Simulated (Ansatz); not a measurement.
# Structural relaxation of random rock-salt alloy of NbC and TiC (64 atoms), part 2 of 2

How does random rock-salt alloy of NbC and TiC (64 atoms) relax, and what do bonds, charges and levels look like afterwards?

Ansatz 0.2.0; Kohn-Sham DFT, LDA, PAW (set soft_2), plane waves.

The cell: 20 Ti, 32 C and 12 Nb. The host structure and its lattice constant were typed by rule, without a check against the phase diagram.

So far. Step 2 (Cell and atoms relaxed): The relaxation changed the energy by -24.4 meV/atom, and atoms moved by 0.044 Å r.m.s., 0.092 Å at most.

**4. Single point at the relaxed geometry**

The electronic structure is read at the final geometry, in a run of its own.

Input file input.yaml:

```yaml
crystal:
  lattice:
    - [8.65859, 0.00054, 0.00088]
    - [0.00054, 8.66103, -0.00072]
    - [0.00088, -0.00072, 8.65806]
  atoms:
    - { symbol: Ti, position: [0.00173, 0.99807, 0.99695] }
    - { symbol: C, position: [0.24993, 0.00306, 0.00022] }
    - { symbol: Nb, position: [0.00183, 0.2487, 0.24942] }
    - { symbol: C, position: [0.25218, 0.25207, 0.24802] }
    [... 54 atom lines left out ...]
    - { symbol: Ti, position: [0.50103, 0.75144, 0.75077] }
    - { symbol: C, position: [0.75067, 0.74734, 0.74889] }
    - { symbol: Ti, position: [0.74733, 0.50126, 0.75104] }
    - { symbol: C, position: [0.49945, 0.50321, 0.75264] }
    - { symbol: Ti, position: [0.74824, 0.75082, 0.50282] }
    - { symbol: C, position: [0.50424, 0.75395, 0.49952] }
kpoints:
  mp_grid: { grid: [2, 2, 2] }
hamiltonian:
  xc: lda
scf:
  occupations: { method: gaussian, width: 0.025 }
output:
  forces: true
  stress: true
  populations: intrinsic
  dos:
    method: { smearing: { sigma: 0.15 } }
    de: 0.1
    projected: { site_lists: { C: [C], Nb: [Nb], Ti: [Ti] } }
  eigenvalues: true
  write_density: true
  write_potential: true
  volumetric_format: npy
  elf: true
```

Command:

```sh
ansatz run input.yaml --threads 4 --pin off --max-ram 8192MiB --backend cpu --events-out ev --progress --plain --runs-dir out
```

What it wrote:

```text
[...]
Crystal: 64 atoms, lattice volume = 649.288 Å³
Basis set: ecut = 420 eV, 12797 PW (Γ)
Bands: 326, of which v1, the nominal top of the filled ones, is band 262 counted from 1 (261 counted from 0)
Symmetry: 1 space group operations
[...]
k-points: 8
[...]
SCF iter   1: F=—  HF=-110146.556594 eV  |F-HF|=—  |Δ(HF+E_count)|=         —  Δρ=1.12e-2  dr2=1.06e0  ethr=1.77e-3  ⟨swp⟩=5.0  Hψ=9474  notcnv=0  defer=99
[...]
SCF iter   8: F=-110146.351354 eV  HF=-110146.351354 eV  |F-HF|=9.39e-9  |Δ(HF+E_count)|=   2.43e-8  Δρ=9.41e-7  dr2=1.14e-8  ethr=1.91e-11  ⟨swp⟩=13.0  Hψ=15855  notcnv=0
SCF 1 converged in 8 iterations: F = -110146.351354 eV  dr2 = 1.14e-8
[...]
SCF converged after 8 iterations
Free energy (F): -110146.351354 eV
[...]
Internal energy: -110146.343251 eV  (E = F + TS)
E sigma→0 (E₀):  -110146.347302 eV
Entropy (-TS):   -0.008103 eV (-0.127 meV/atom)
Fermi energy:    17.129039 eV
[...]
--- Forces (eV/Å), atoms counted from 1 ---
  atom   1  Ti     0.00987065     0.00312661     0.00150246
  atom   2  C      0.00078293    -0.00610920     0.00289761
  atom   3  Nb     0.00892843     0.00051316     0.00350682
  atom   4  C     -0.00082719     0.00352524    -0.00507647
  atom   5  Ti    -0.00841147    -0.00394427     0.00578394
  atom   6  C      0.00146906     0.00316104    -0.00428111
  atom   7  Ti     0.00723809    -0.01684556    -0.00452544
  atom   8  C     -0.00766810     0.00441804     0.00503764
  atom   9  Ti     0.01043694     0.00033051    -0.00680833
  atom  10  C      0.00076263    -0.00400762     0.00141839
  atom  11  Ti     0.00492080    -0.00042247    -0.00395856
  atom  12  C     -0.00173693     0.00680725     0.00293106
  atom  13  Ti    -0.00666106    -0.00502861    -0.00240629
  atom  14  C     -0.00380843     0.00208813     0.00116447
[...]
atom  63  Ti    -0.00274968     0.01381336    -0.00134718
  atom  64  C      0.00633766     0.00187633    -0.00418687
  max |Σ_I F_I| component: 2.59e-5 eV/Å
--- Stress (GPa, compression-positive) ---
        0.015884       0.000199      -0.007761
        0.000199       0.033612       0.008361
       -0.007761       0.008361      -0.047979
  P = ⅓ Tr σ = 0.0005 GPa (0.005 kbar)
--- Band table (eV; the first three rows and the last of 8) ---
[...]
--- intrinsic populations: 64 sites ---
  site symbol       q [e]
     0     Ti     11.2115
     1      C      4.7424
     2     Nb     12.3765
[...]
63      C      4.7149
  spilling = 0.000000 (of n_electrons = 524.000000)
```

The job ended after 2.7 min (4 threads of Arm Neoverse N1, shared host; peak memory 4.5 GiB; 10 min of CPU time).

Read from the output:

```
free energy                             : -110146.3514 eV
free energy per atom                    : -1721.0367 eV/atom
SCF cycles                              : 8
pressure                                : 0.0005054 GPa
r.m.s. force component                  : 0.00524 eV/Å
longest force                           : 0.01888 eV/Å
Fermi energy                            : 17.13 eV
levels partly filled by over 2 per cent : 6
```

Intrinsic-atomic-orbital charges by element:

```
element  coordination  atoms  mean charge (e)  spread   least    most
      C           all     32           -0.709  0.0212  -0.750  -0.661
     Nb           all     12            0.594  0.0164   0.566   0.624
     Ti           all     20            0.779  0.0113   0.758   0.802
```

Charge against the make-up of the first shell:

| Ti neighbours of C | atoms | mean charge (e) |
| --- | --- | --- |
| 2 | 2 | -0.666 |
| 3 | 10 | -0.693 |
| 4 | 14 | -0.713 |
| 5 | 6 | -0.743 |

States in the cell by windows of 1 eV, zero at the Fermi level; the larger projections on atomic orbitals stand beside the total:

```csv
from (eV),to (eV),total,C p,Ti d,Nb d,C s
-14,-13,0.2,0.0,0.0,0.0,0.1
-13,-12,4.5,0.1,0.0,0.0,1.7
-12,-11,15.7,0.3,1.0,2.3,7.8
-11,-10,34.0,0.6,4.1,4.6,20.6
-10,-9,9.6,0.1,1.0,0.4,7.1
-9,-8,0.0,0.0,0.0,0.0,0.0
-8,-7,0.8,0.4,0.1,0.2,0.0
-7,-6,9.7,4.3,1.4,2.3,0.4
-6,-5,28.1,13.8,3.9,6.6,0.7
-5,-4,44.2,23.6,7.0,10.3,0.8
-4,-3,65.4,31.7,18.9,12.0,0.8
-3,-2,35.7,17.6,12.9,3.9,0.4
-2,-1,9.9,5.3,2.7,1.7,0.0
-1,0,8.7,3.0,3.1,2.5,0.0
0,1,32.1,8.6,14.7,7.5,0.5
1,2,37.3,4.9,24.0,7.4,0.4
```

About 258 of the 524 electrons lie in deeper levels, below the stored range.

The levels nearest the highest filled one (over half full), pooled over k-points and spins:

```csv
level less the highest filled one (eV),occupation
-0.0329,1.98
-0.0327,1.98
-0.0322,1.98
-0.0145,1.78
-0.0052,1.52
0,1.32
0.0101,0.88
0.0194,0.498
0.0395,0.069
0.0461,0.028
0.0637,0.001
0.0727,0
```

Electrostatic potential energy in the ac plane at fractional y = 0.000, with atoms of Ti and C and Nb within 0.2 Å of it. With pseudopotentials it is smooth inside the atoms' cores, unlike the true potential.

Ten even steps from '_' (-63 eV) to '@' (17 eV), each cell a mean:
```
++++##@@%%--::**@@%%**++++++##@@%%--..++@@%%**++
**##%%@@@@%%##@@@@@@%%****##%%@@@@%%##@@@@@@%%**
%%@@@@@@@@@@@@@@@@@@@@@@%%@@@@@@@@%%%%@@@@@@@@@@
%%@@@@@@%%##**##@@@@@@%%%%@@@@@@##++++**%%@@@@@@
--**@@@@**++++++##@@%%==--##@@%%==..__::**@@%%++
__==%%%%**++==++##@@##..__++%%##--____..**%%##::
--**@@@@##++++++##@@%%==--##@@%%==..__--##@@%%++
%%@@@@@@%%######@@@@@@%%%%@@@@@@##++++**%%@@@@@@
%%@@@@@@@@@@@@@@@@@@@@@@%%@@@@@@@@@@%%@@@@@@@@%%
**##%%@@@@%%##@@@@@@%%****##%%@@@@%%##@@@@@@%%**
++++##@@%%--..++@@%%**++++++##@@%%--..++@@%%**++
==++##@@##..__==%%%%**++==++##@@##..__==%%%%**++
++**%%@@@@**++##@@@@##++++**%%@@@@**++##@@@@##++
##%%@@@@@@@@@@@@@@@@@@%%##%%@@@@@@@@@@@@@@@@@@%%
@@@@@@@@@@%%%%%%@@@@@@@@@@@@@@@@%%####%%@@@@@@@@
**%%@@@@##**++**%%@@@@##**%%@@%%**--::==%%@@@@##
__==%%%%**++++++##@@##::..++@@##--____..**@@%%--
__==%%%%**++++++##@@##::..++@@##--____..**@@%%--
**%%@@@@##**++**%%@@@@##**%%@@%%**--::==##@@@@##
@@@@@@@@@@%%%%%%@@@@@@@@@@@@@@@@%%####%%@@@@@@@@
##%%@@@@@@@@@@@@@@@@@@####%%@@@@@@@@%%@@@@@@@@%%
++**%%@@@@**==##@@@@##++++**%%@@@@**==##@@@@##++
==++##@@##..__==%%%%**++==++##@@##..__==%%%%**++
```
Columns run along a (8.7 Å; values clipped at the 3rd and 97th percentile), rows up along c (8.7 Å). Atoms in or near the plane, at fractional coordinates: Ti at (0.00, 0.00), C at (0.25, 0.00), Ti at (0.25, 0.25), C at (0.00, 0.25), Ti at (0.00, 0.50), C at (0.25, 0.50), Ti at (0.25, 0.75), C at (0.00, 0.75), Ti at (0.50, 0.00), C at (0.75, 0.00), Nb at (0.75, 0.25), C at (0.50, 0.25), Ti at (0.50, 0.50), C at (0.75, 0.50) and more.

Valence density in the ac plane at fractional y = 0.000, with atoms of Ti and C and Nb within 0.2 Å of it. It is the smooth field of the valence electrons, not physical close to the nuclei.

Ten even steps from '0' (0.22 × 1e0 e/Å³) to '9' (9.69 × 1e0 e/Å³), each cell a mean:
```
851001110027840001110027
210000000001210000000002
000000000000000000000000
000001100000000001210000
110015740001100024430001
110028961001110025441001
110015630001100014430001
000001100000000001110000
000000000000000000000000
310000000001210000000002
840001110026840001110027
951001110028961001110028
520001100014520001100013
000000000000000000000000
000000000000000000000000
100002310000100013310000
110027951001110024431001
110027951001110025441001
100003420000100013320000
000000000000000000000000
000000000000000000000000
520001100014520001100003
961001110038951001110028
```
Columns run along a (8.7 Å), rows up along c (8.7 Å). Atoms in or near the plane, at fractional coordinates: Ti at (0.00, 0.00), C at (0.25, 0.00), Ti at (0.25, 0.25), C at (0.00, 0.25), Ti at (0.00, 0.50), C at (0.25, 0.50), Ti at (0.25, 0.75), C at (0.00, 0.75), Ti at (0.50, 0.00), C at (0.75, 0.00), Nb at (0.75, 0.25), C at (0.50, 0.25), Ti at (0.50, 0.50), C at (0.75, 0.50) and more.

Mean intrinsic-atomic-orbital charges: C -0.71, Nb +0.59, Ti +0.78 e. The charge on C changes by -0.025 e for each Ti neighbour that takes the place of another kind, on average.

Local excerpt of 10 atoms (numbers count through the whole input) about C26, whose charge lies farthest from its element's mean; x, y, z are measured from there.

```csv
atom,x,y,z,distance (Å),bonds,intrinsic-atomic-orbital charge (e)
C26,0.00,0.00,0.00,0.00,6,-0.66
Nb25,-2.17,0.02,0.03,2.17,6,0.60
Nb15,0.02,-2.18,0.03,2.18,6,0.61
Nb57,2.18,0.03,0.01,2.18,6,0.59
Nb31,0.02,2.19,0.03,2.19,6,0.59
Ti29,0.03,0.01,2.19,2.19,6,0.78
Ti21,0.05,0.00,-2.19,2.19,6,0.80
C22,-2.14,0.00,-2.16,3.04,6,-0.67
C20,0.03,2.16,-2.16,3.05,6,-0.70
C4,0.02,-2.14,-2.17,3.05,6,-0.72
```

The column of bonds counts only the pairs C-Ti within 2.76 Å, C-Nb within 2.81 Å; other neighbours, such as metal atoms beside each other in a compound, aren't counted, and periodic images can show an atom twice.

**5. What came out**

```json
{
  "energy change in the relaxation": "-24.38 meV/atom",
  "r.m.s. displacement": "0.044 Å",
  "largest displacement": "0.092 Å",
  "free energy per atom": "-1721.0367 eV/atom",
  "density": "6.283 g/cm³",
  "pressure": "0.0005054 GPa",
  "r.m.s. force component": "0.00524 eV/Å",
  "wall time of the 2 DFT runs": "19 min"
}
```

In words: Relaxation lowers the energy by 24.4 meV/atom and moves atoms by 0.044 Å r.m.s. Displacements are taken in the final cell, so they leave out its strain. By the final cutoffs no bond was broken or made. The cell shrank by 3.5 % in volume. First to last step the energy falls by 1.560 eV, across changes of basis; the largest move, 0.09 Å, is that of C44. By these cutoffs all C atoms have 6, all Nb atoms have 6 and all Ti atoms have 6 bonded neighbours. 6 levels are partly filled, by over 2 % (on the run's k-points): no clear gap opens at this level.

[Logs are printed without paths, hosts, clocks, repeated set-up lines and the standing remarks that a program may print on its own settings, such as how far it seeks lower states.]

[Hosts, paths, dates, database ids (printed as entryN), source tags and the programs' standing remarks are cut or masked in the printed files.]
